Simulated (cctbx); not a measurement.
## X-rays or neutrons for the lightest atoms?

Cell a = 6.2050 Å, b = 12.2370 Å, c = 3.8760 Å, α = 90.00°, β = 90.00°, γ = 90.00°; space group Pbam (no. 55); content Re4 Ce4 C16. The heavier atoms are placed; C is still missing.

The data are simulated with cctbx, not measured: Ag Kα, λ = 0.56087 Å, to d = 0.8 Å, 50 % of the full sphere, strongest reflection 20000 counts, noise from counting, a 4 % proportional error and a noise floor of 2 counts (s.d.); no absorption.

Refinement without C (map in e/Å³):

```text
Rint 0.032, 335 unique reflections to 0.80 A
cycle     R1     wR2    GooF  max shift (A)
   1  0.1562  0.4067  11.308   0.03812
   2  0.0538  0.1689   4.697   0.00008
final R1 0.0538 wR2 0.1689 GooF 4.697  parameters 6  data/parameter 55.8
atom        x        y        z      Ueq    occ   su(xyz)  su(Uiso or U11)
Re1    0.37712  0.91551  0.00000   0.0205  1.000  0.00019  0.0006
Ce1    0.37306  0.65288  0.00000   0.0175  1.000  0.00029  0.0006
difference map: max 8.33 min -1.62 rms 0.80
Q1    0.2147  0.8153  0.5000    4    8.40  2.51 A from Re1
Q2    0.0174  0.6903  0.5000    4    7.34  2.49 A from Re1
Q3    0.1354  0.9671  0.5000    4    7.20  2.53 A from Re1
Q4    0.1053  0.5500  0.5000    4    6.52  2.44 A from Re1
Q5    0.1263  0.4137  0.0000    4    3.83  0.03 A from Re1
Q6    0.1305  0.1331  0.0000    4    2.91  0.24 A from Ce1
Q7    0.2495  0.3428  0.2105    8    0.95  1.44 A from Re1
Q8    0.0360  0.7091  0.2246    8    0.80  2.01 A from Re1
```

Simulated single-crystal data (cctbx): neutrons of λ = 0.84 Å, to d = 0.7 Å, 50 % of the full sphere, strongest reflection 5000 counts, noise from counting, a 4 % proportional error and a noise floor of 2 counts (s.d.); no absorption.

Refinement without C (map in fm/Å³; only maxima are listed):

```text
Rint 0.069, 498 unique reflections to 0.70 A
cycle     R1     wR2    GooF  max shift (A)
   1  0.5997  0.8770  11.897   0.04845
   3  0.5796  0.8555  11.606   0.00004
final R1 0.5796 wR2 0.8555 GooF 11.606  parameters 6  data/parameter 83.0
atom        x        y        z      Ueq    occ   su(xyz)  su(Uiso or U11)
Re1    0.38281  0.91534  0.00000   0.0067  1.000  0.00237  0.0038
Ce1    0.37185  0.65264  0.00000   0.0008  1.000  0.00398  0.0045
difference map: max 62.37 min -16.12 rms 5.01
Q1    0.1289  0.4179  0.0000    4   63.74  0.08 A from Re1
Q2    0.2183  0.8183  0.5000    4   45.45  2.49 A from Re1
Q3    0.0218  0.6835  0.5000    4   38.38  2.44 A from Re1
Q4    0.1363  0.9707  0.5000    4   36.69  2.56 A from Re1
Q5    0.1301  0.1486  0.0000    4   32.62  0.05 A from Ce1
Q6    0.1174  0.9543  0.0000    4   31.49  1.71 A from Re1
Q7    0.1013  0.5488  0.5000    4   30.61  2.41 A from Re1
Q8    0.1334  0.5542  0.0000    4   29.04  1.60 A from Re1
```

**Question.** Where is C, and which data fix it better?

C sits at (0.2856, 0.3158, 1/2), (0.5155, 0.8128, 1/2), (0.3650, 0.4659, 1/2) and (0.3952, 0.0498, 1/2). Adding it takes R1 from 0.054 to 0.013 with X-rays and from 0.580 to 0.029 with neutrons. Its largest coordinate s.u. is 0.00140 with X-rays and 0.00027 with neutrons, so neutrons fix it better in these data. In the X-ray map Q1, Q2, Q3 and Q4 mark it. In the neutron map Q2, Q3, Q4 and Q7 mark it.

Final neutron refinement:

```text
Rint 0.069, 498 unique reflections to 0.70 A
cycle     R1     wR2    GooF  max shift (A)
   1  0.2466  0.4965   6.820   0.04393
   2  0.0290  0.0669   0.919   0.00024
final R1 0.0290 wR2 0.0669 GooF 0.919  parameters 18  data/parameter 27.7
atom        x        y        z      Ueq    occ   su(xyz)  su(Uiso or U11)
Re1    0.37714  0.91546  0.00000   0.0213  1.000  0.00012  0.0002
Ce1    0.37306  0.65255  0.00000   0.0189  1.000  0.00021  0.0002
C1     0.28531  0.31544  0.50000   0.0349  1.000  0.00022  0.0003
C2     0.51537  0.81285  0.50000   0.0458  1.000  0.00027  0.0003
C3     0.36533  0.46598  0.50000   0.0389  1.000  0.00025  0.0003
C4     0.39544  0.04984  0.50000   0.0441  1.000  0.00027  0.0003
difference map: max 0.76 min -0.75 rms 0.16
Q1    0.2609  0.1860  0.0000    4    0.81  0.93 A from Ce1
Q2    0.0444  0.1257  0.5000    4    0.77  1.58 A from C3
Q3    0.0128  0.2542  0.0000    4    0.68  1.43 A from Ce1
Q4    0.1297  0.8945  0.5000    4    0.61  0.87 A from C3
Q5    0.0353  0.2537  0.5000    4    0.59  0.79 A from C2
Q6    0.1011  0.4785  0.5000    4    0.56  0.87 A from C4
```

The model is made up (kin elements in a known structure type, no relaxation), so it says nothing on whether the phase exists.

[Middle refinement cycles are left out of these outputs.]

[Logs are printed without paths, hosts, clocks, repeated set-up lines and the standing remarks that a program may print on its own settings, such as how far it seeks lower states.]
